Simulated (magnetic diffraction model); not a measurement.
# ErPb4 below its ordering temperature

Space group R-3m (no. 166), a = 3.5440 Å, c = 42.0650 Å.

```csv
site,atom,x,y,z
6c,Pb,2/3,1/3,0.9343
6c,Pb,1/3,2/3,0.8663
3a,Er,0,0,0
```

The compound is invented for this exercise: a known structure type with other elements, its cell scaled to their sizes and not relaxed.

Only Er is taken to order (form factors of Er3+); orders and moment sizes are assumed, and not adapted to the symmetry. Radiation: neutrons of λ = 2.567 Å, 3° to 90°; isotropic B of 0.37 Å² (Pb) and 0.46 Å² (Er). Simulated constant-wavelength pattern: nuclear and magnetic terms add, the magnetic one as |2.695 fm × Σ f S⊥ exp(2πi Q·r) exp(−B s²)|², summed over all Q at one angle with the factor 1/(sin²θ cos θ). For collinear order S is the moment m, which repeats by lattice and centring translations R with the sign exp(−2πi k·R). Free-ion form factors, Sears's scattering lengths of 1992, no absorption; a label names one of the reflections at its angle. The strongest nuclear line in the range is 100, and lines under 0.2 are left out.

Above the ordering temperature:

```tsv
2θ (°)	index	I
10.50	(0 0 3)	0.7
31.88	(0 0 9)	0.3
51.65	(1 0 4)	0.2
52.87	(0 1 5)	100.0
54.48	(0 0 15)	31.6
56.01	(1 0 7)	0.2
62.35	(1 0 10)	76.7
73.42	(0 1 14)	0.3
83.56	(0 1 17)	0.2
```

Below it (cell unchanged):

| 2θ (°) | I |
| --- | --- |
| 10.50 | 71.7 |
| 21.10 | 17.5 |
| 31.88 | 7.8 |
| 42.96 | 4.2 |
| 49.58 | 4.7 |
| 50.00 | 4.7 |
| 51.65 | 4.7 |
| 52.87 | 104.4 |
| 54.48 | 34.1 |
| 56.01 | 4.4 |
| 57.92 | 4.1 |
| 62.35 | 80.4 |
| 64.85 | 3.6 |
| 66.63 | 1.6 |
| 70.39 | 3.2 |
| 73.42 | 3.3 |
| 79.70 | 1.1 |
| 80.00 | 2.7 |
| 83.56 | 2.8 |

**Question.** Find the propagation vector, then choose among these models:
A. collinear moments along [100], 5.3 μB on Er
B. collinear moments along [120], 5.3 μB on Er
C. collinear moments along [001], 5.3 μB on Er

No line moves, and magnetic intensity falls on nuclear lines such as the one at 10.50°; new lines at (0 1 8), (0 1 11) and (0 0 18) have whole indices that obey the lattice centring, at places with no nuclear intensity to speak of, so the magnetic cell equals the chemical primitive cell: k = 0.

Magnetic intensity, observed (below minus above) and for each model:

| 2θ (°) | index | observed | A | B | C |
| --- | --- | --- | --- | --- | --- |
| 10.50 | (0 0 3) | 71.0 | 71.0 | 71.0 | <0.2 |
| 21.10 | (0 0 6) | 17.4 | 17.4 | 17.4 | <0.2 |
| 31.88 | (0 0 9) | 7.5 | 7.5 | 7.5 | <0.2 |
| 42.96 | (0 0 12) | 4.0 | 4.0 | 4.0 | <0.2 |
| 49.58 | (1 0 1) | 4.5 | 4.5 | 4.5 | 9.0 |
| 50.00 | (0 1 2) | 4.5 | 4.5 | 4.5 | 8.7 |
| 51.65 | (1 0 4) | 4.5 | 4.5 | 4.5 | 7.6 |
| 52.87 | (0 1 5) | 4.4 | 4.4 | 4.4 | 7.0 |

Models A and B match alike on every line, so these data can't choose among them (such ties are often domains of one structure): a powder sees only the angle between collinear moments and the unique axis of a uniaxial spin configuration, and no direction at all where the configuration is cubic.

The structure used: k = (0 0 0), collinear moments along [120], 5.3 μB on Er.

[Logs are printed without paths, hosts, clocks, repeated set-up lines and the standing remarks that a program may print on its own settings, such as how far it seeks lower states.]
